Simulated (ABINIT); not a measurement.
# KMgF3 (Pm-3m): G0W0 in ABINIT against the exchange cutoff

Wanted: the cheapest exchange cutoff that holds the gap of KMgF3 (Pm-3m).

Main program and level: ABINIT 10.8.3; PBE and many-body steps on it, plane waves.

### 1. The structure

The structure is cubic, space group Pm-3m (No. 221). Conventional cell: a = 3.986 Å, b = 3.986 Å, c = 3.986 Å, α = 90.00°, β = 90.00°, γ = 90.00°. Nearest to K lie 12 F at 2.82 Å. Nearest to Mg lie 6 F at 1.99 Å. Nearest to F lie 2 Mg at 1.99 Å and 4 K at 2.82 Å. Farther neighbours and most contacts between anions are not listed.

The cell and positions come from the Crystallography Open Database and are kept as given unless a step says otherwise.

### 2. Screening, 2×2×2 mesh, 46 bands, screening to 106.1 eV

This step: ABINIT 10.8.3; RPA screening on PBE, plane waves, norm-conserving pseudopotentials.

The RPA dielectric matrix is built and inverted for each q.

Contents of run.abi:

```
acell 3*1.0 Angstrom
rprim 
  3.985900000000 0.000000000000 0.000000000000
  0.000000000000 3.985900000000 0.000000000000
  0.000000000000 0.000000000000 3.985900000000
ntypat 3
znucl 19 12 9
natom 5
typat 1 2 3 3 3
xred 
  0.500000000000 0.500000000000 0.500000000000
  0.000000000000 0.000000000000 0.000000000000
  0.500000000000 0.000000000000 0.000000000000
  0.000000000000 0.500000000000 0.000000000000
  0.000000000000 0.000000000000 0.500000000000
pp_dirpath "pseudos"
pseudos "K.upf, Mg.upf, F.upf"
ecut 38
ngkpt 2 2 2
nshiftk 1
shiftk 0 0 0
kptopt 1
chksymbreak 0
istwfk *1
occopt 1
irdwfk 1
optdriver 3
nband 46
ecuteps 3.9
inclvkb 2
awtr 1
symchi 1
indata_prefix "in"
outdata_prefix "out"
tmpdata_prefix "tmp"
```

On the command line:

```bash
$ OMP_NUM_THREADS=1 mpirun -n 4 abinit run.abi > log
```

The log of the run:

```text
.Version 10.8.3 of ABINIT. v10.8.2 released Aug 2026.

 Symmetries : space group Pm -3 m (#221); Bravais cP (primitive cubic)
[... echo of the input left out ...]
== DATASET  1 ==================================================================
-   mpi_nproc: 4, omp_nthreads: 1 (-1 if OMP is not activated)

--- !DatasetInfo
iteration_state: {dtset: 1, }
dimensions: {natom: 5, nkpt: 4, mband: 46, nsppol: 1, nspinor: 1, nspden: 1, mpw: 4801, }
cutoff_energies: {ecut:  38.0, pawecutdg:  -1.0, }
electrons: {nelect:   4.00000000E+01, charge:   0.00000000E+00, occopt:   1.00000000E+00, tsmear:   1.00000000E-02, }

 SCREENING: Calculation of the susceptibility and dielectric matrices

 Based on a program developped by R.W. Godby, V. Olevano, G. Onida, and L. Reining.
 Incorporated in ABINIT by V. Olevano, G.-M. Rignanese, and M. Torrent.
.Using double precision arithmetic ; gwpc =  8

[... cell and pseudopotentials left out ...]
--------------------------------------------------------------------------------

 ==== K-mesh for the wavefunctions ====
 Number of points in the irreducible wedge :     4
[... list of points left out ...]
 Together with 48 symmetry operations and time-reversal symmetry
 yields     8 points in the full Brillouin Zone.

 ==== Q-mesh for the screening function ====
 Number of points in the irreducible wedge :     4
[... list of points left out ...]
 Together with 48 symmetry operations and time-reversal symmetry
 yields     8 points in the full Brillouin Zone.

 setmesh: FFT mesh size selected  =    27x   27x   27
          total number of points  =        19683

 vcoul_init : cutoff-mode = AUXILIARY_FUNCTION
 q-points for optical limit:   1
     1)      0.000010    0.000020    0.000030

- screening: taking advantage of time-reversal symmetry
- Maximum band index for partially occupied states nbvw = 20
- Remaining bands to be divided among processors   nbcw = 26
- Number of bands treated by each node ~6

 Number of electrons calculated from density =   40.0000; Expected =   40.0000
 average of density, n =  0.093602
 r_s =    1.3663
 omega_plasma =   29.5119 [eV]

 calculating chi0 at frequencies [eV] :
  1    0.000000E+00    0.000000E+00
  2    0.000000E+00    2.951194E+01

--------------------------------------------------------------------------------
  q-point number  1        q = ( 0.000000, 0.000000, 0.000000) [r.l.u.]
--------------------------------------------------------------------------------
[... chi0 elements left out ...]
 For q-point:  0.000010 0.000020 0.000030
  dielectric constant =   1.9779
  dielectric constant without local fields =   2.0999

  Average fulfillment of the sum rule on Im[epsilon] for q-point    1 :     21.73  [%]
[... wings left out ...]
  q-point number  2        q = ( 0.500000, 0.000000, 0.000000) [r.l.u.]
--------------------------------------------------------------------------------
[... chi0 elements left out ...]
  Average fulfillment of the sum rule on Im[epsilon] for q-point    2 :     29.78  [%]

 [... 2 further q-points ...]
```

Elapsed: 5.5 s, on 4 MPI ranks of Arm Neoverse V1, shared host; peak memory 0.47 GiB; 21 s of CPU time.

This step gave:

| Property | Result |
| --- | --- |
| ε∞ with local fields, on this mesh, along the program's q direction | 1.978 |
| the same without local fields | 2.100 |
| plasma frequency | 29.51 eV |
| plane waves in the screening matrix | 171 |

Local fields lower ε∞ by 6 %. On a Γ-centred mesh this coarse the value itself is usually too large, while a short band sum pulls it down.

### 3. 3.8 Ha

This step: G0W0 on PBE, plane waves, norm-conserving pseudopotentials.

Changes to run.abi since step 2:

```diff
@@ -26,8 +26,17 @@
 irdwfk 1
-optdriver 3
+optdriver 4
 nband 46
+gwcalctyp 0
+ecutsigx 3.8
+symsigma 1
+nkptgw 2
+kptgw 
+  0.5000000000 0.5000000000 0.5000000000
+  0.0000000000 0.0000000000 0.0000000000
+bdgw 
+  18 23
+  18 23
 ecuteps 3.9
-inclvkb 2
-awtr 1
-symchi 1
+irdscr 1
+ppmodel 1
 indata_prefix "in"
```

The log of the run:

```text
.Version 10.8.3 of ABINIT. v10.8.2 released Aug 2026.

 Symmetries : space group Pm -3 m (#221); Bravais cP (primitive cubic)
[... echo of the input left out ...]
== DATASET  1 ==================================================================
-   mpi_nproc: 4, omp_nthreads: 1 (-1 if OMP is not activated)

--- !DatasetInfo
iteration_state: {dtset: 1, }
dimensions: {natom: 5, nkpt: 4, mband: 46, nsppol: 1, nspinor: 1, nspden: 1, mpw: 4801, }
cutoff_energies: {ecut:  38.0, pawecutdg:  -1.0, }
electrons: {nelect:   4.00000000E+01, charge:   0.00000000E+00, occopt:   1.00000000E+00, tsmear:   1.00000000E-02, }

 SIGMA: Calculation of the GW corrections

 Based on a program developped by R.W. Godby, V. Olevano, G. Onida, and L. Reining.
 Incorporated in ABINIT by V. Olevano, G.-M. Rignanese, and M. Torrent.
.Using double precision arithmetic ; gwpc =  8

[... cell and pseudopotentials left out ...]
--------------------------------------------------------------------------------

 ==== K-mesh for the wavefunctions ====
 Number of points in the irreducible wedge :     4
[... list of points left out ...]
 Together with 48 symmetry operations and time-reversal symmetry
 yields     8 points in the full Brillouin Zone.

 ==== Q-mesh for screening function ====
 Number of points in the irreducible wedge :     4
[... list of points left out ...]
 Together with 48 symmetry operations and time-reversal symmetry
 yields     8 points in the full Brillouin Zone.

 vcoul_init : cutoff-mode = AUXILIARY_FUNCTION
 q-points for optical limit:   1
     1)      0.000010    0.000020    0.000030
 setmesh: FFT mesh size selected  =    27x   27x   27
          total number of points  =        19683

 Number of electrons calculated from density =   40.0000; Expected =   40.0000
 average of density, n =  0.093602
 r_s =    1.3663
 omega_plasma =   29.5119 [eV]

 === KS Band Gaps ===
  >>>> For spin  1
   Minimum direct gap =   7.6793 [eV], located at k-point      :   0.0000  0.0000  0.0000
   Fundamental gap    =   7.3534 [eV], Top of valence bands at :   0.5000  0.5000  0.5000
                                       Bottom of conduction at :   0.0000  0.0000  0.0000
 SIGMA fundamental parameters:
 PLASMON POLE MODEL  1
 number of plane-waves for SigmaX                  147
 number of plane-waves for SigmaC and W            147
 number of plane-waves for wavefunctions          4801
 number of bands                                    46
 number of independent spin polarizations            1
 number of spinorial components                      1
 number of k-points in IBZ                           4
 number of q-points in IBZ                           4
 number of symmetry operations                      48
 number of k-points in BZ                            8
 number of q-points in BZ                            8
 number of frequencies for dSigma/dE                 9
 frequency step for dSigma/dE [eV]                0.25
 number of omega for Sigma on real axis              0
 max omega for Sigma on real axis  [eV]           0.00
 zcut for avoiding poles [eV]                     0.10

 EPSILON^-1 parameters (SCR file):
 dimension of the eps^-1 matrix on file            171
 dimension of the eps^-1 matrix used               147
 number of plane-waves for wavefunctions          4801
 number of bands                                    46
 number of q-points in IBZ                           4
 number of frequencies                               2
 number of real frequencies                          1
 number of imag frequencies                          1

 matrix elements of self-energy operator (all in [eV])

 Perturbative Calculation

--- !SelfEnergy_ee
iteration_state: {dtset: 1, }
kpoint     : [   0.500,    0.500,    0.500, ]
spin       : 1
KS_gap     :   10.483
QP_gap     :   12.956
Delta_QP_KS:    2.473
data: !SigmaeeData |
     Band     E0 <VxcDFT>   SigX SigC(E0)      Z dSigC/dE  Sig(E)    E-E0       E
       18   0.825 -22.989 -25.945   4.925   0.829  -0.206 -21.357   1.632   2.457
       19   0.825 -22.989 -25.945   4.925   0.829  -0.206 -21.357   1.632   2.457
       20   0.825 -22.989 -25.945   4.925   0.829  -0.206 -21.357   1.632   2.457
       21  11.308 -11.314  -4.461  -2.298   0.901  -0.110  -7.209   4.105  15.413
       22  11.308 -11.314  -4.461  -2.298   0.901  -0.110  -7.209   4.105  15.413
       23  11.308 -11.314  -4.461  -2.298   0.901  -0.110  -7.209   4.105  15.413

--- !SelfEnergy_ee
iteration_state: {dtset: 1, }
kpoint     : [   0.000,    0.000,    0.000, ]
spin       : 1
KS_gap     :    7.679
QP_gap     :    9.671
Delta_QP_KS:    1.991
data: !SigmaeeData |
     Band     E0 <VxcDFT>   SigX SigC(E0)      Z dSigC/dE  Sig(E)    E-E0       E
[...]
21   8.179 -10.716  -4.381  -2.406   0.901  -0.110  -7.175   3.541  11.720
       22  10.942 -10.106  -3.972  -2.249   0.904  -0.106  -6.593   3.513  14.455
       23  10.942 -10.106  -3.972  -2.249   0.904  -0.106  -6.593   3.513  14.455

== END DATASET(S) ==============================================================
================================================================================

 -outvars: echo values of variables after computation  --------
           etotal      0.0000000000E+00
            nband          46
             nkpt           4
          spgroup         221
 [... the other variables as echoed above ...]

 Calculation completed.
```

Elapsed: 3.9 s, on 4 MPI ranks; peak memory 0.45 GiB; 15 s of CPU time.

Numbers from this step:

| Property | Result |
| --- | --- |
| G0W0 gap on the points computed | 9.263 eV |
| starting gap on the mesh | 7.353 eV |
| k of the valence top | 0.5, 0.5, 0.5 |
| k of the conduction bottom | 0, 0, 0 |
| Z at the valence top | 0.829 |
| Z at the conduction bottom | 0.901 |
| least direct G0W0 gap on the computed points | 9.671 eV |

### 4. 7.6 Ha

Changes to run.abi since step 3:

```diff
@@ -29,3 +29,3 @@
 gwcalctyp 0
-ecutsigx 3.8
+ecutsigx 7.6
 symsigma 1
```

The log of the run:

```text
.Version 10.8.3 of ABINIT. v10.8.2 released Aug 2026.

 Symmetries : space group Pm -3 m (#221); Bravais cP (primitive cubic)
[... echo of the input left out ...]
== DATASET  1 ==================================================================
-   mpi_nproc: 4, omp_nthreads: 1 (-1 if OMP is not activated)

--- !DatasetInfo
iteration_state: {dtset: 1, }
dimensions: {natom: 5, nkpt: 4, mband: 46, nsppol: 1, nspinor: 1, nspden: 1, mpw: 4801, }
cutoff_energies: {ecut:  38.0, pawecutdg:  -1.0, }
electrons: {nelect:   4.00000000E+01, charge:   0.00000000E+00, occopt:   1.00000000E+00, tsmear:   1.00000000E-02, }

 SIGMA: Calculation of the GW corrections

 Based on a program developped by R.W. Godby, V. Olevano, G. Onida, and L. Reining.
 Incorporated in ABINIT by V. Olevano, G.-M. Rignanese, and M. Torrent.
.Using double precision arithmetic ; gwpc =  8

[... cell and pseudopotentials left out ...]
--------------------------------------------------------------------------------

 ==== K-mesh for the wavefunctions ====
 Number of points in the irreducible wedge :     4
[... list of points left out ...]
 Together with 48 symmetry operations and time-reversal symmetry
 yields     8 points in the full Brillouin Zone.

 ==== Q-mesh for screening function ====
 Number of points in the irreducible wedge :     4
[... list of points left out ...]
 Together with 48 symmetry operations and time-reversal symmetry
 yields     8 points in the full Brillouin Zone.

 vcoul_init : cutoff-mode = AUXILIARY_FUNCTION
 q-points for optical limit:   1
     1)      0.000010    0.000020    0.000030
 setmesh: FFT mesh size selected  =    32x   32x   32
          total number of points  =        32768

 Number of electrons calculated from density =   40.0000; Expected =   40.0000
[...]
number of omega for Sigma on real axis              0
 max omega for Sigma on real axis  [eV]           0.00
 zcut for avoiding poles [eV]                     0.10

 EPSILON^-1 parameters (SCR file):
 dimension of the eps^-1 matrix on file            171
 dimension of the eps^-1 matrix used               171
 number of plane-waves for wavefunctions          4801
 number of bands                                    46
 number of q-points in IBZ                           4
 number of frequencies                               2
 number of real frequencies                          1
 number of imag frequencies                          1

 matrix elements of self-energy operator (all in [eV])

 Perturbative Calculation

--- !SelfEnergy_ee
iteration_state: {dtset: 1, }
kpoint     : [   0.500,    0.500,    0.500, ]
spin       : 1
KS_gap     :   10.483
QP_gap     :   14.443
Delta_QP_KS:    3.960
data: !SigmaeeData |
     Band     E0 <VxcDFT>   SigX SigC(E0)      Z dSigC/dE  Sig(E)    E-E0       E
       18   0.825 -22.989 -28.738   5.028   0.826  -0.210 -23.585  -0.596   0.229
       19   0.825 -22.989 -28.738   5.028   0.826  -0.210 -23.585  -0.596   0.229
       20   0.825 -22.989 -28.738   5.028   0.826  -0.210 -23.585  -0.596   0.229
[...]
--- !SelfEnergy_ee
iteration_state: {dtset: 1, }
kpoint     : [   0.000,    0.000,    0.000, ]
spin       : 1
KS_gap     :    7.679
QP_gap     :   10.836
Delta_QP_KS:    3.156
data: !SigmaeeData |
     Band     E0 <VxcDFT>   SigX SigC(E0)      Z dSigC/dE  Sig(E)    E-E0       E
[...]
22  10.942 -10.106  -4.520  -2.241   0.904  -0.107  -7.084   3.023  13.965
       23  10.942 -10.106  -4.520  -2.241   0.904  -0.107  -7.084   3.023  13.965

== END DATASET(S) ==============================================================
================================================================================

 -outvars: echo values of variables after computation  --------
           etotal      0.0000000000E+00
            nband          46
             nkpt           4
          spgroup         221
 [... the other variables as echoed above ...]

 Calculation completed.
```

Elapsed: 4.1 s, on 4 MPI ranks; peak memory 0.47 GiB; 16 s of CPU time.

Numbers from this step:

```yaml
g0w0_gap_on_the_points_computed: 10.45 eV
starting_gap_on_the_mesh: 7.353 eV
k_of_the_valence_top: 0.5, 0.5, 0.5
k_of_the_conduction_bottom: 0, 0, 0
z_at_the_valence_top: 0.826
z_at_the_conduction_bottom: 0.901
least_direct_g0w0_gap_on_the_computed_points: 10.84 eV
```

[end of part 1 of 2]

[Paths, hosts, dates, memory and timing lines, banners, echoed tables and standing remarks are left out of the program output.]

[Logs are printed without paths, hosts, clocks, repeated set-up lines and the standing remarks that a program may print on its own settings, such as how far it seeks lower states.]

[Runs of the session that timed out or met a known fault of the program may be left out.]

[Hosts, paths, dates, database ids (printed as entryN), source tags and the programs' standing remarks are cut or masked in the printed files.]

[G0W0 gaps are taken among the corrected bands and points alone; a level outside them can change the order at an edge.]

[Where Ansatz stands beside ABINIT at settings called matched, ABINIT's density can come from a denser mesh and the files from another edition; pairs whose starting gaps differed by over 0.03 eV were left out, so agreement reads better than it is.]
